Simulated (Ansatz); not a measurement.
# Ta2NO2 monolayer: phonons and vibrational spectra, part 2 of 3

Aim: the vibrations of Ta2NO2 monolayer, their spectra, and whether the structure is stable.

Ansatz 0.2.0; DFT PBEsol, scalar-relativistic, plane waves, PAW.

So far. Step 2 (Rough relaxation): The program solves this slab on a cell height of its own, 32.6 Å, in place of the one typed.

## 4. Tight relaxation

Phonons need a cell at rest on their own settings, so the relaxation is repeated with tight tolerances on forces and stress, using the mesh and the filling of the phonon run that follows.

The input, input.yaml:

```yaml
crystal:
  lattice:
    - [3.1022550105, 0.0, 0.0]
    - [-1.5511275052, 2.6866316481, 0.0]
    - [0.0, 0.0, 32.6]
  atoms:
    - { symbol: "N", position: [0.0, 0.0, 0.3067484663] }
    - { symbol: Ta, position: [0.3333333333, 0.6666666667, 0.343053285] }
    - { symbol: Ta, position: [0.6666666667, 0.3333333333, 0.2704436476] }
    - { symbol: O, position: [0.6666666667, 0.3333333333, 0.376124868] }
    - { symbol: O, position: [0.3333333333, 0.6666666667, 0.2373720645] }
  periodic: [true, true, false]
kpoints:
  mp_grid: { grid: [18, 18, 1] }
hamiltonian:
  xc: pbesol
scf:
  occupations: { method: methfessel_paxton, width: 0.15 }
output:
  forces: true
  stress: true
  eigenvalues: true
  write_density: true
  write_potential: true
  elf: true
  volumetric_format: npy
relax:
  adjacent_minimum: "off"
  f_tol: 0.001
  max_steps: 60
  cell: { stress_2d_tol: 0.002 }
```

Started as:

```console
ansatz run input.yaml --threads 8 --pin off --max-ram 14336MiB --backend cpu --events-out ev --progress --plain --runs-dir out
```

Numbers of over 12 decimals in the logs are rounded to 6 here.

What it wrote:

```text
[...]
Crystal: 5 atoms, lattice volume = 271.708 Å³
Basis set: ecut = 420 eV, 5305 PW (Γ), exchange–correlation on 48×48×450 points (8 copies of the dense FFT grid, shifted against one another)
Bands: 27, of which v1, the nominal top of the filled ones, is band 22 counted from 1 (21 counted from 0)
Symmetry: 12 space group operations
[...]
k-points: 37 of 324
[...]
cell:  # Å, volume = 271.6594 Å³
    - [3.101975, -2.8864835338566175e-11, 0]
    - [-1.550987, 2.686389, 0]
    - [0, 0, 32.6]
  atoms:
    - { symbol: N, position: [0, 0, 0.30674846628] }
    - { symbol: Ta, position: [0.333333, 0.666667, 0.343050] }
    - { symbol: Ta, position: [0.666667, 0.333333, 0.270447] }
    - { symbol: O, position: [0.666667, 0.333333, 0.376146] }
    - { symbol: O, position: [0.333333, 0.666667, 0.237351] }
[key lines of the parts left out:]
SCF converged after 7 iterations
Free energy (F): -21117.698796 eV
Fermi energy:    -5.300250 eV
P = ½ c Tr σ = -0.0010 N/m
```

Elapsed: 17 s, on 8 threads of Arm Neoverse V1, shared host; peak memory 0.92 GiB; 2.1 min of CPU time.

Little changed from the start: no atom moved by 0.005 Å and no cell edge by 0.1 %.

ELF in the ac plane at fractional y = 0.333, with atoms of Ta and O within 0.2 Å of it. It is the smooth field of the valence electrons, not physical close to the nuclei.

Ten even steps from '_' (0.00) to '@' (0.75), each cell a mean:
```
________________________________
________________________________
________________________________
________________________________
________________________________
________________________________
________________________________
________________________________
________________________________
________________________________
________________________________
________________________________
________________________________
________________....::::......__
==..____..--**%%@@@@@@%%@@@@@@##
::::------::--==************++--
==++++++++==--------====--------
::::--==--::--**%%%%**++##%%##==
==**####**++--::..............::
________________________________
________________________________
________________________________
________________________________
________________________________
```
Columns run along a (3.1 Å), rows up along c (32.6 Å). Atoms in or near the plane, at fractional coordinates: Ta at (0.67, 0.27), O at (0.67, 0.38).

Electrostatic potential energy in the ac plane at fractional y = 0.333, with atoms of Ta and O within 0.2 Å of it. With pseudopotentials it is smooth inside the atoms' cores, unlike the true potential.

Values in eV, 24 rows by 16 columns, each cell a mean:
```
  0   0   0   0   0   0   0   0   0   0   0   0   0   0   0   0
  0   0   0   0   0   0   0   0   0   0   0   0   0   0   0   0
  0   0   0   0   0   0   0   0   0   0   0   0   0   0   0   0
  0   0   0   0   0   0   0   0   0   0   0   0   0   0   0   0
  0   0   0   0   0   0   0   0   0   0   0   0   0   0   0   0
  0   0   0   0   0   0   0   0   0   0   0   0   0   0   0   0
  0   0   0   0   0   0   0   0   0   0   0   0   0   0   0   0
  0   0   0   0   0   0   0   0   0   0   0   0   0   0   0   0
  0   0   0   0   0   0   0   0   0   0   0   0   0   0   0   0
  0   0   0   0   0   0   0   0   0   0   0   0   0   0   0   0
  0   0   0   0   0   0   0   0   0   0   0   0   0   0   0   0
  0   0   0   0   0   0   0   0   0   0   0   0   0   0   0   0
  0   0   0   0   0   0   0   0   0   0   0   0   0   0   0   0
  0   0   0   0   0   0   0   0   0   0   0   0   0   0   0   0
 -3  -3  -3  -3  -3  -3  -3  -6 -15 -19 -21 -21 -20 -17  -9  -3
-16 -20 -22 -23 -21 -18 -14 -12 -15 -17 -17 -18 -17 -15 -12 -12
-11 -11 -12 -12 -12 -11 -11 -12 -14 -15 -16 -16 -16 -14 -13 -11
-17 -11  -8  -8 -10 -14 -23 -32 -34 -34 -34 -34 -34 -34 -33 -27
 -4  -3  -3  -3  -3  -4  -4  -6  -8 -10 -11 -11 -10  -8  -6  -5
  0   0   0   0   0   0   0   0   0   0   0   0   0   0   0   0
  0   0   0   0   0   0   0   0   0   0   0   0   0   0   0   0
  0   0   0   0   0   0   0   0   0   0   0   0   0   0   0   0
  0   0   0   0   0   0   0   0   0   0   0   0   0   0   0   0
  0   0   0   0   0   0   0   0   0   0   0   0   0   0   0   0
```
Columns run along a (3.1 Å; values clipped at the 3rd and 97th percentile), rows up along c (32.6 Å). Atoms in or near the plane, at fractional coordinates: Ta at (0.67, 0.27), O at (0.67, 0.38).

Valence density in the ac plane at fractional y = 0.333, with atoms of Ta and O within 0.2 Å of it. It is the smooth field of the valence electrons, not physical close to the nuclei.

Ten steps, logarithmic in the rise over the least value, from '_' (0.0 e/Å³) to '@' (3.9 e/Å³), each cell a mean:
```
________________________________
________________________________
________________________________
________________________________
________________________________
________________________________
________________________________
________________________________
________________________________
________________________________
________________________________
________________________________
________________________________
________________________________
--::::::::--==++##%%@@@@@@##**==
++++******++++++**##%%%%%%##**++
++++****++++++++++********++++++
++========++**%%@@@@@@@@@@@@%%**
--==========------========------
________________________________
________________________________
________________________________
________________________________
________________________________
```
Columns run along a (3.1 Å), rows up along c (32.6 Å). Atoms in or near the plane, at fractional coordinates: Ta at (0.67, 0.27), O at (0.67, 0.38).

The largest force component left is 0.014 meV/Å, within the tolerances set.

## 5. Linear response at the zone centre

The zone centre comes first: it holds the modes that light can see, as far as symmetry allows. No field response is asked, since the mesh shows no gap.

The input, input.yaml:

```yaml
crystal:
  lattice:
    - [3.1019748692, 0.0, 0.0]
    - [-1.5509874346, 2.6863890387, 0.0]
    - [0.0, 0.0, 32.6]
  atoms:
    - { symbol: "N", position: [0.0, 0.0, 0.3067484663] }
    - { symbol: Ta, position: [0.3333333333, 0.6666666667, 0.3430498251] }
    - { symbol: Ta, position: [0.6666666667, 0.3333333333, 0.2704471075] }
    - { symbol: O, position: [0.6666666667, 0.3333333333, 0.3761457021] }
    - { symbol: O, position: [0.3333333333, 0.6666666667, 0.2373512304] }
  periodic: [true, true, false]
kpoints:
  mp_grid: { grid: [18, 18, 1] }
hamiltonian:
  xc: pbesol
scf:
  occupations: { method: methfessel_paxton, width: 0.15 }
output:
  eigenvalues: true
phonons:
  method: dfpt
```

What it wrote:

```text
Warning: crystal.symmetry: narrowed to the stabiliser of the run's FFT grids — unitary ops 12 → 6. A phonons.method: dfpt run fills in the rows of the dynamical matrix that it does not solve by its symmetry operations, which is exact only for operations that map its FFT grids onto themselves: filled in by any other, the frequencies could depend on the order in which like atoms are typed, or, by more than the grids' own error, on where the crystal sits among the grids' points. Excluded: 6 operations. The run can therefore solve more perturbations, solve them on more k-points, or both, and cost more. [rest of the remark cut]
[...]
Crystal: 5 atoms, lattice volume = 271.659 Å³
Basis set: ecut = 420 eV, 5305 PW (Γ), exchange–correlation on 48×48×450 points (8 copies of the dense FFT grid, shifted against one another)
Bands: 27, of which v1, the nominal top of the filled ones, is band 22 counted from 1 (21 counted from 0)
Symmetry: 12 space group operations
k-points: 91 of 324 (irreducible under 2 space group operations, time reversal used)
[...]
SCF iter   1: F=—  HF=-21117.732111 eV  |F-HF|=—  |Δ(HF+E_count)|=         —  Δρ=7.68e-3  dr2=1.95e-1  ethr=1.77e-3  ⟨swp⟩=13.4  Hψ=20075  notcnv=0
[...]
SCF iter   9: F=-21117.698796 eV  HF=-21117.698796 eV  |F-HF|=9.09e-11  |Δ(HF+E_count)|=   1.23e-9  S|Δr|=    0.00e0  Δρ=4.06e-8  dr2=2.39e-12  ethr=1.00e-12  ⟨swp⟩=22.9  Hψ=24702  notcnv=0
SCF 1 converged in 9 iterations: F = -21117.698796 eV  dr2 = 2.39e-12
[...]
DFPT response loops at Γ: preconditioner auto → none (partly filled bands, converged f_vac=0.775); β = 0.50; Broyden in place of MSR1
SCF converged after 9 iterations
[...]
Free energy (F): -21117.698796 eV
[...]
Internal energy: -21117.697585 eV  (E = F + TS)
E sigma→0 (E₀):  -21117.698493 eV
Entropy (-TS):   -0.001211 eV (-0.242 meV/atom)
Fermi energy:    -5.300249 eV
[...]
--- Band table (eV; the first three rows and the last of 91) ---
  k-point 0: bands = [... 18 lower, -9.1572, -9.1572, -6.5913, -6.5913, -5.6744, -3.8682, -3.8682, -3.2972, ... 1 higher]
  k-point 1: bands = [... 18 lower, -9.2749, -9.2474, -6.5560, -6.4440, -5.6803, -3.8295, -3.8131, -3.2711, ... 1 higher]
  k-point 2: bands = [... 18 lower, -9.5404, -9.0769, -6.6431, -6.0896, -5.5596, -3.6961, -3.6870, -3.1998, ... 1 higher]
  k-point 90: bands = [... 18 lower, -10.3398, -9.7927, -6.2425, -5.5182, -3.5297, -3.2491, -2.7652, -2.1808, ... 1 higher]
--- Phonons (Γ-DFPT): 10 representative perturbations + reference, on 91 of 324 k-points (Σ response iterations 50) ---
  ASR residual: 5.649e-5 → 0.000e0 eV/Å²; symmetrization residual: 5.850e-6 eV/Å²
  The last average, over the group as it would stand without the narrowing to the FFT grids, took up to 5.989e-6 eV/Å² of the zone centre's force constants
  ASR residual per site (eV/Å²): 5.65e-5 2.58e-5 3.69e-5 4.24e-5 4.37e-5
  Γ frequencies (cm⁻¹): 0.00 0.00 0.00 112.42 112.42 199.69 382.84 382.84 392.02 392.02 554.81 564.10 598.93 639.32 639.32
  non-analytic LO–TO correction: not included (Born effective charges unavailable; polar crystals: no LO–TO splitting at Γ)
```

The job ended after 2.4 min (8 threads; peak memory 2.4 GiB).

The column dr2 measures how far the density is from self-consistency, as an energy; F and HF (Harris–Foulkes) agree once it is small.

Numbers from this step:

| Property | Result |
| --- | --- |
| sum-rule residual before enforcement | 5.65e-5 eV/Å² |
| point group | -3m |
| highest optical mode at the zone centre (no LO-TO term) | 639.3 cm⁻¹ |
| lowest optical zone-centre mode | 112.4 cm⁻¹ |

Patterns of degenerate modes are one choice out of their space. The modes at Γ (shares of kinetic energy by element, %):

```csv
mode,frequency (cm⁻¹),symmetry,N %,Ta %,O %
1,0.0,acoustic,3,89,8
2,0.0,acoustic,3,89,8
3,0.0,acoustic,3,89,8
4,112.4,Eg,0,97,3
5,112.4,Eg,0,97,3
6,199.7,A1g,0,92,8
7,382.8,Eu,0,9,91
8,382.8,Eu,0,9,91
9,392.0,Eg,0,3,97
10,392.0,Eg,0,3,97
11,554.8,A2u,10,4,85
12,564.1,A1g,0,8,92
13,598.9,A2u,86,7,7
14,639.3,Eu,96,3,1
15,639.3,Eu,96,3,1
```

Displacements in mode 5 (112.4 cm⁻¹), the largest set to 1:
```
N1   0.00  0.00  0.00
Ta2  0.20  1.00  0.00
Ta3 -0.20 -1.00  0.00
O4   0.12  0.62  0.00
O5  -0.12 -0.62  0.00
```

Displacements in mode 6 (199.7 cm⁻¹), the largest set to 1:
```
N1   0.00  0.00  0.00
Ta2  0.00  0.00  1.00
Ta3  0.00  0.00 -1.00
O4   0.00  0.00  1.00
O5   0.00  0.00 -1.00
```

Before it was imposed, the acoustic sum rule was missed by 5.6e-5 eV/Å². Small misses are needed for a sound result but don't prove that mesh and cutoff are converged. The lowest optical mode is real, 112 cm⁻¹.

(Continued in part 3 of 3.)

[Logs are printed without paths, hosts, clocks, repeated set-up lines and the standing remarks that a program may print on its own settings, such as how far it seeks lower states.]

[Hosts, paths, dates, database ids (printed as entryN), source tags and the programs' standing remarks are cut or masked in the printed files.]
